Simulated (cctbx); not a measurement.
## Accept or mend?

Cell a = 8.4270 Å, b = 8.4270 Å, c = 9.2110 Å, α = 90.00°, β = 90.00°, γ = 120.00°; space group P6_3/mmc (no. 194). The compound is Ce3Al3Cr9Os4.

Simulated single-crystal data (cctbx): Mo Kα, λ = 0.71073 Å, to d = 0.84 Å, 70 % of the full sphere, strongest reflection 40000 counts, noise from counting, a 3 % proportional error and a noise floor of 15 counts (s.d.); no absorption, and some extinction, which the refinements don't model.

An anisotropic refinement with weights 1/σ² prints:

```text
Rint 0.025, 38 unique reflections to 1.64 A
cycle     R1     wR2    GooF  max shift (A)
   1  0.0141  0.0303   2.759   0.01195
   2  0.0065  0.0113   1.028   0.00001
final R1 0.0065 wR2 0.0113 GooF 1.028  parameters 25  data/parameter 1.5
atom        x        y        z      Ueq    occ   su(xyz)  su(Uiso or U11)
Os1    0.00000  0.00000  0.00000   0.0091  1.000  0.00000  0.0026
Os2    0.50000  0.00000  0.00000   0.0036  1.000  0.00000  0.0015  NPD
Ce1    0.19414  0.38828  0.25000   0.0068  1.000  0.00028  0.0024
Cr1    0.56127  0.12254  0.25000   0.0053  1.000  0.00079  0.0043  NPD
Cr2    0.84120  0.68241  0.42838   0.0176  1.000  0.00054  0.0035
Al1    0.00000  0.00000  0.25000   0.0088  1.000  0.00000  0.0122
Al2    0.66667  0.33333  0.98927   0.0348  1.000  0.00110  0.0107
difference map: max 0.22 min -0.48 rms 0.08
Q1    0.0725  0.1449  0.1438   12    0.24  1.44 A from Al1
Q2    0.1736  0.5868  0.6435   12    0.19  1.05 A from Cr1
Q3    0.2512  0.5024  0.1267   12    0.16  1.41 A from Ce1
Q4    0.0495  0.3760  0.2500   12    0.14  1.17 A from Ce1
Q5    0.3333  0.6667  0.1149    4    0.11  0.96 A from Al2
Q6    0.0039  0.2519  0.2500   12    0.11  1.43 A from Ce1
```

**Question.** Can this result stand? If not, what is the likely fault?

Mend it. The fault: data cut at low resolution. Against the right model at the same level, R1 goes from 0.0091 to 0.0065 and GooF from 1.01 to 1.03 and Os2 and Cr1 go non-positive-definite. The atoms are right, but there are too few data for the parameters: R1 flatters and the s.u.s grow. Data per parameter fall from 8.7 to 1.5.

The compound is Ce3Al3Cr9Os4. The right model at the same level gives:

```text
Rint 0.032, 218 unique reflections to 0.84 A
cycle     R1     wR2    GooF  max shift (A)
   1  0.0153  0.0375   2.131   0.00453
   2  0.0091  0.0178   1.011   0.00000
final R1 0.0091 wR2 0.0178 GooF 1.011  parameters 25  data/parameter 8.7
atom        x        y        z      Ueq    occ   su(xyz)  su(Uiso or U11)
Os1    0.00000  0.00000  0.00000   0.0100  1.000  0.00000  0.0002
Os2    0.50000  0.00000  0.00000   0.0050  1.000  0.00000  0.0001
Ce1    0.19378  0.38755  0.25000   0.0082  1.000  0.00005  0.0001
Cr1    0.56080  0.12160  0.25000   0.0083  1.000  0.00014  0.0004
Cr2    0.84137  0.68274  0.42834   0.0186  1.000  0.00011  0.0004
Al1    0.00000  0.00000  0.25000   0.0096  1.000  0.00000  0.0010
Al2    0.66667  0.33333  0.98846   0.0225  1.000  0.00033  0.0010
difference map: max 1.02 min -1.27 rms 0.21
Q1    0.0000  0.0000  0.2500    2    1.02  0.00 A from Al1
Q2    0.2076  0.5385  0.6224   24    0.65  1.44 A from Cr1
Q3    0.1443  0.5722  0.7500    6    0.65  0.17 A from Cr1
Q4    0.0182  0.2609  0.5718   24    0.63  1.03 A from Cr2
Q5    0.0526  0.2007  0.1675   24    0.55  1.61 A from Ce1
Q6    0.1617  0.4491  0.5790   24    0.54  1.10 A from Cr2
```

The model is made up (kin elements in a known structure type, no relaxation), so it says nothing on whether the phase exists.

[Middle refinement cycles are left out of these outputs.]

[Logs are printed without paths, hosts, clocks, repeated set-up lines and the standing remarks that a program may print on its own settings, such as how far it seeks lower states.]
